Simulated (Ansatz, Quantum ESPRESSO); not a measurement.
**LiCl (Fm-3m): Raman and infrared activity**

Aim: Raman and infrared lines of LiCl (Fm-3m).

Main program and level: Quantum ESPRESSO 8.0 development, patched; DFT LDA, scalar-relativistic, plane waves, PseudoDojo norm-conserving pseudopotentials.

The database entry behind the starting cell differs from later determinations by our own check (0.1 to 0.3 % short, probably kX units), so it need not match the best structure at ambient conditions.

## (1) The starting structure

The structure is cubic, space group Fm-3m (No. 225). Conventional cell: a = 5.130 Å, b = 5.130 Å, c = 5.130 Å, α = 90.00°, β = 90.00°, γ = 90.00°. Nearest to Li lie 6 Cl at 2.56 Å. Nearest to Cl lie 6 Li at 2.56 Å. Farther neighbours and most contacts between anions are not listed.

As a file:

```cif
data_structure
_symmetry_space_group_name_H-M 'Fm-3m'
_symmetry_Int_Tables_number 225
_cell_length_a 5.1295
_cell_length_b 5.1295
_cell_length_c 5.1295
_cell_angle_alpha 90.000
_cell_angle_beta 90.000
_cell_angle_gamma 90.000
_cell_volume 134.97
loop_
_atom_site_label
_atom_site_type_symbol
_atom_site_symmetry_multiplicity
_atom_site_Wyckoff_symbol
_atom_site_fract_x
_atom_site_fract_y
_atom_site_fract_z
_atom_site_occupancy
Li1 Li 4 a 0.00000 0.00000 0.00000 1
Cl1 Cl 4 b 0.00000 0.50000 0.00000 1
```

## (2) A first look

A cheap run with smearing and empty bands tells whether the crystal has a gap, which decides between fixed occupations and smearing later on.

probe.in reads:

```
 &control
    calculation='scf',
    prefix='x',
    outdir='./tmp',
    pseudo_dir='./pseudo',
    tprnfor=.true.,
    tstress=.true.,
    verbosity='high',
 /
 &system
    ibrav=2,
    celldm(1)=9.69342575,
    nat=2,
    ntyp=2,
    ecutwfc=74.0,
    occupations='smearing',
    smearing='gaussian',
    degauss=0.01,
 /
 &electrons
    conv_thr=1.0d-07,
    mixing_beta=0.7,
    electron_maxstep=100,
 /
ATOMIC_SPECIES
 Li      6.9400  Li.upf
 Cl     35.4500  Cl.upf
ATOMIC_POSITIONS crystal
 Li     0.000000000   0.000000000   0.000000000
 Cl     0.500000000   0.500000000   0.500000000
K_POINTS automatic
 6 6 6 0 0 0
```

The run is started by

```
$ OMP_NUM_THREADS=1 mpirun -n 2 pw.x -nk 2 -in probe.in > probe.out
```

What it wrote:

```text
[banners, grids, parts of the stress and lines that vanish by symmetry left out]
Program PWSCF v.8.0dev
     bravais-lattice index     =            2
     lattice parameter (alat)  =       9.6934  a.u.
[...]
kinetic-energy cutoff     =      74.0000  Ry
     charge density cutoff     =     296.0000  Ry
     scf convergence threshold =      1.0E-07
[...]
Exchange-correlation= SLA-PW-NOGX-NOGC
                           (   1   4   0   0   0   0   0)
[...]
48 Sym. Ops., with inversion, found
[...]
(     0          1          0      )
                  (     0          0          1      )
[...]
(  0.0000000  1.0000000  0.0000000 )
                  (  0.0000000  0.0000000  1.0000000 )
[...]
(     1          0         -1      )
                  (     0          0         -1      )
[...]
(  0.0000000 -1.0000000  0.0000000 )
[...]
(     0          1         -1      )
                  (     0          1          0      )
[...]
( -1.0000000  0.0000000  0.0000000 )
                  (  0.0000000  1.0000000  0.0000000 )
[...]
number of k points=    16  Gaussian smearing, width (Ry)=  0.0100
[...]
End of self-consistent calculation
[...]
the Fermi energy is     5.5086 ev
!    total energy              =     -47.30668513 Ry
[...]
convergence has been achieved in   5 iterations
[...]
atom    1 type  1   force =     0.00000000    0.00000000    0.00000000
     atom    2 type  2   force =     0.00000000    0.00000000    0.00000000
[...]
Total force =     0.000000     Total SCF correction =     0.000000
[...]
total   stress  (Ry/bohr**3)                   (kbar)     P=      -32.85
[...]
XML data file, charge density, pseudopotentials, collected wavefunctions

   JOB DONE.
```

Run time: 3.2 s. Hardware: 2 MPI ranks of Intel Xeon Platinum 8375C at 2.90GHz (Ice Lake), shared host; 6.1 s of CPU time.

Numbers from this step:

* volume per atom: 16.87 Å³
* pressure: -3.285 GPa
* gap on the k-mesh: 5.988 eV

A gap of 6.0 eV opens on this mesh, so the crystal is taken as an insulator; the start stands at -3.3 GPa.

## (3) Relaxation

The relaxation runs at a cutoff a fifth above that of the response, since stress converges more slowly with the basis than frequencies do. Forces and stress are brought to rest with tight thresholds.

relax.in reads:

```
 &control
    calculation='vc-relax',
    prefix='x',
    outdir='./tmp',
    pseudo_dir='./pseudo',
    tprnfor=.true.,
    tstress=.true.,
    forc_conv_thr=2.0d-05,
    etot_conv_thr=1.0d-07,
    nstep=40,
 /
 &system
    ibrav=2,
    celldm(1)=9.69342575,
    nat=2,
    ntyp=2,
    ecutwfc=89,
    occupations='fixed',
    nbnd=7,
 /
 &electrons
    conv_thr=1.0d-11,
    mixing_beta=0.7,
    electron_maxstep=100,
 /
 &ions
 /
 &cell
    press_conv_thr=0.2,
 /
ATOMIC_SPECIES
 Li      6.9400  Li.upf
 Cl     35.4500  Cl.upf
ATOMIC_POSITIONS crystal
 Li     0.000000000   0.000000000   0.000000000
 Cl     0.500000000   0.500000000   0.500000000
K_POINTS automatic
 6 6 6 0 0 0
```

The run is started by

```
$ OMP_NUM_THREADS=1 mpirun -n 2 pw.x -nk 2 -in relax.in > relax.out
```

What it wrote:

```text
[banners, grids, parts of the stress and lines that vanish by symmetry left out]
[banner, memory and clock lines left out]
Program PWSCF v.8.0dev

[...]
kinetic-energy cutoff     =      89.0000  Ry
     charge density cutoff     =     356.0000  Ry
     scf convergence threshold =      1.0E-11
[...]
energy convergence thresh.=      1.0E-07
     force convergence thresh. =      2.0E-05
     press convergence thresh. =      2.0E-01
     Exchange-correlation= SLA-PW-NOGX-NOGC
                           (   1   4   0   0   0   0   0)
[...]
48 Sym. Ops., with inversion, found
[...]
number of k points=    16
[...]
End of self-consistent calculation
[...]
highest occupied, lowest unoccupied level (ev):     1.4564    7.4450
!    total energy              =     -47.30669769 Ry
[...]
convergence has been achieved in   9 iterations
[...]
atom    1 type  1   force =     0.00000000    0.00000000    0.00000000
     atom    2 type  2   force =     0.00000000    0.00000000    0.00000000
     Total force =     0.000000     Total SCF correction =     0.000000
[...]
total   stress  (Ry/bohr**3)                   (kbar)     P=      -32.38
[...]
number of bfgs steps    =   0
[...]
CELL_PARAMETERS (alat=  9.69342575)
[...]
ATOMIC_POSITIONS (crystal)
Li               0.0000000000        0.0000000000        0.0000000000
Cl               0.5000000000        0.5000000000        0.5000000000
[...]
New effective cutoffs (rho, wfc):  358.54   89.97
[...]
End of self-consistent calculation
[...]
highest occupied, lowest unoccupied level (ev):     1.6004    7.6853
!    total energy              =     -47.30746445 Ry
[...]
convergence has been achieved in   5 iterations
[...]
atom    1 type  1   force =     0.00000000    0.00000000   -0.00000000
     atom    2 type  2   force =     0.00000000    0.00000000    0.00000000
     Total force =     0.000000     Total SCF correction =     0.000000
[...]
total   stress  (Ry/bohr**3)                   (kbar)     P=      -27.90
[...]
number of bfgs steps    =   1
[...]
WARNING: bfgs curvature condition failed, Theta= 0.939
[...]
CELL_PARAMETERS (alat=  9.69342575)
[...]
ATOMIC_POSITIONS (crystal)
Li              -0.0000000000       -0.0000000000        0.0000000000
Cl               0.5000000000        0.5000000000        0.5000000000
[...]
New effective cutoffs (rho, wfc):  364.57   91.48
[...]
End of self-consistent calculation
[...]
highest occupied, lowest unoccupied level (ev):     1.8236    8.0587
!    total energy              =     -47.30837634 Ry
[...]
convergence has been achieved in   7 iterations
[...]
atom    1 type  1   force =     0.00000000    0.00000000    0.00000000
     atom    2 type  2   force =     0.00000000    0.00000000    0.00000000
     Total force =     0.000000     Total SCF correction =     0.000000
[...]
total   stress  (Ry/bohr**3)                   (kbar)     P=      -20.43
[...]
number of bfgs steps    =   2
[...]
CELL_PARAMETERS (alat=  9.69342575)
[...]
ATOMIC_POSITIONS (crystal)
[...]
New effective cutoffs (rho, wfc):  373.90   93.82
[...]
End of self-consistent calculation
[...]
Total force =     0.000000     Total SCF correction =     0.000000
[...]
total   stress  (Ry/bohr**3)                   (kbar)     P=       -7.31
[...]
number of bfgs steps    =   3
[...]
CELL_PARAMETERS (alat=  9.69342575)
[...]
ATOMIC_POSITIONS (crystal)
[...]
New effective cutoffs (rho, wfc):  379.04   95.11
[...]
End of self-consistent calculation
[...]
highest occupied, lowest unoccupied level (ev):     2.3723    8.8669
!    total energy              =     -47.30925219 Ry
[...]
convergence has been achieved in   7 iterations
[...]
atom    1 type  1   force =     0.00000000    0.00000000    0.00000000
     atom    2 type  2   force =     0.00000000   -0.00000000    0.00000000
     Total force =     0.000000     Total SCF correction =     0.000000
[...]
total   stress  (Ry/bohr**3)                   (kbar)     P=        0.78
[...]
number of bfgs steps    =   4
[...]
CELL_PARAMETERS (alat=  9.69342575)
[...]
ATOMIC_POSITIONS (crystal)
[...]
New effective cutoffs (rho, wfc):  378.55   94.99
[...]
End of self-consistent calculation
[...]
highest occupied, lowest unoccupied level (ev):     2.3533    8.8461
!    total energy              =     -47.30925322 Ry
[...]
convergence has been achieved in   5 iterations
[...]
atom    1 type  1   force =    -0.00000000   -0.00000000    0.00000000
     atom    2 type  2   force =     0.00000000    0.00000000   -0.00000000
     Total force =     0.000000     Total SCF correction =     0.000000
[...]
total   stress  (Ry/bohr**3)                   (kbar)     P=       -0.02
[...]
number of bfgs steps    =   5
[...]
small trust_radius: resetting bfgs history
[...]
CELL_PARAMETERS (alat=  9.69342575)
[...]
ATOMIC_POSITIONS (crystal)
[...]
New effective cutoffs (rho, wfc):  378.55   94.99
[...]
End of self-consistent calculation
[...]
highest occupied, lowest unoccupied level (ev):     2.3534    8.8462
!    total energy              =     -47.30925322 Ry
[...]
convergence has been achieved in   3 iterations
[...]
atom    1 type  1   force =     0.00000000    0.00000000    0.00000000
     atom    2 type  2   force =    -0.00000000   -0.00000000   -0.00000000
     Total force =     0.000000     Total SCF correction =     0.000000
[...]
total   stress  (Ry/bohr**3)                   (kbar)     P=       -0.02
[...]
bfgs converged in   7 scf cycles and   6 bfgs steps
[...]
End of BFGS Geometry Optimization
     Final enthalpy           =     -47.3092532190 Ry
     File ./tmp/x.bfgs deleted, as requested
[...]
CELL_PARAMETERS (alat=  9.69342575)
[...]
ATOMIC_POSITIONS (crystal)
Li               0.0000000000        0.0000000000       -0.0000000000
Cl               0.5000000000        0.5000000000        0.5000000000
[...]
Final scf calculation at the relaxed structure.
[...]
kinetic-energy cutoff     =      89.0000  Ry
     charge density cutoff     =     356.0000  Ry
     scf convergence threshold =      1.0E-13
[...]
press convergence thresh. =      2.0E-01
     Exchange-correlation= SLA-PW-NOGX-NOGC
                           (   1   4   0   0   0   0   0)
[...]
48 Sym. Ops., with inversion, found
[...]
number of k points=    16
[...]
End of self-consistent calculation
[...]
highest occupied, lowest unoccupied level (ev):     2.3534    8.8462
!    total energy              =     -47.30925014 Ry
[...]
convergence has been achieved in  10 iterations
[...]
atom    1 type  1   force =     0.00000000    0.00000000   -0.00000000
     atom    2 type  2   force =     0.00000000    0.00000000    0.00000000
     Total force =     0.000000     Total SCF correction =     0.000000
[...]
total   stress  (Ry/bohr**3)                   (kbar)     P=       -0.03
[...]
XML data file, charge density, pseudopotentials, collected wavefunctions
```

The job ended after 21 s (2 MPI ranks; 41 s of CPU time).

The steps of the relaxation:

```
step  energy less that of the first step (eV)  largest force (eV/Å)  pressure (GPa)  volume (Å³)
   1                                   0.0000                0.0000           -3.24        33.74
   2                                  -0.0104                0.0000           -2.79        33.19
   3                                  -0.0228                0.0000           -2.04        32.37
   4                                  -0.0334                0.0000           -0.73        31.17
   5                                  -0.0348                0.0000            0.08        30.53
   6                                  -0.0348                0.0000            0.00        30.59
   7                                  -0.0348                0.0000            0.00        30.59
   8                                  -0.0347                0.0000            0.00        30.59
```

```
conventional cell, symmetrised  before  after  change
                         a (Å)   5.130  4.965  -3.2 %
                         b (Å)   5.130  4.965  -3.2 %
                         c (Å)   5.130  4.965  -3.2 %
              volume (Å³/atom)   16.87  15.30  -9.3 %
```

Final coordinates:

```
CELL_PARAMETERS angstrom
-2.48232 0.00000 2.48232
0.00000 2.48232 2.48232
-2.48232 2.48232 0.00000
ATOMIC_POSITIONS crystal
Li 0.00000 0.00000 0.00000
Cl 0.50000 0.50000 0.50000
```

The last row of the table of steps is pw.x's closing run on a basis chosen anew for the final cell, so its energy can jump.

Read from the output:

```
volume per atom   : 15.30 Å³
pressure          : -0.003000 GPa
gap on the k-mesh : 6.493 eV
```

The volume changes by -9.3 % from the cell with which this run began.

## (4) Ground state

The response is built on this ground state, so it is converged far tighter than an energy would need. With a gap, occupations are fixed, which also allows the response to an electric field.

scf.in reads:

```
 &control
    calculation='scf',
    prefix='x',
    outdir='./tmp',
    pseudo_dir='./pseudo',
    tprnfor=.true.,
    tstress=.true.,
 /
 &system
    ibrav=2,
    celldm(1)=9.38181695,
    nat=2,
    ntyp=2,
    ecutwfc=74.0,
    occupations='fixed',
    nbnd=7,
 /
 &electrons
    conv_thr=1.0d-12,
    mixing_beta=0.7,
    electron_maxstep=100,
 /
ATOMIC_SPECIES
 Li      6.9400  Li.upf
 Cl     35.4500  Cl.upf
ATOMIC_POSITIONS crystal
 Li     0.000000000   0.000000000   0.000000000
 Cl     0.500000000   0.500000000   0.500000000
K_POINTS automatic
 8 8 8 0 0 0
```

The run is started by

```
$ OMP_NUM_THREADS=1 mpirun -n 2 pw.x -nk 2 -in scf.in > scf.out
```

What it wrote:

```text
[banners, grids, parts of the stress and lines that vanish by symmetry left out]
[banner, memory and clock lines left out]
Program PWSCF v.8.0dev

[...]
kinetic-energy cutoff     =      74.0000  Ry
     charge density cutoff     =     296.0000  Ry
     scf convergence threshold =      1.0E-12
[...]
Exchange-correlation= SLA-PW-NOGX-NOGC
                           (   1   4   0   0   0   0   0)
[...]
48 Sym. Ops., with inversion, found
[...]
number of k points=    29
[...]
End of self-consistent calculation
[...]
highest occupied, lowest unoccupied level (ev):     2.3531    8.8462
!    total energy              =     -47.30925867 Ry
[...]
convergence has been achieved in   9 iterations
[...]
atom    1 type  1   force =     0.00000000   -0.00000000    0.00000000
     atom    2 type  2   force =     0.00000000    0.00000000    0.00000000
     Total force =     0.000000     Total SCF correction =     0.000000
[...]
total   stress  (Ry/bohr**3)                   (kbar)     P=       -0.21
[...]
XML data file, charge density, pseudopotentials, collected wavefunctions
```

Run time: 5.3 s. Hardware: 2 MPI ranks.

This step gave:

```yaml
pressure: -0.021 GPa
```

The cell stands at -0.021 GPa, close enough for phonons.

[end of part 1 of 3]

[Host names and launcher messages were left out of these logs when they were recorded.]

[Logs are printed without paths, hosts, clocks, repeated set-up lines and the standing remarks that a program may print on its own settings, such as how far it seeks lower states.]

[Hosts, paths, dates, database ids (printed as entryN), source tags and the programs' standing remarks are cut or masked in the printed files.]
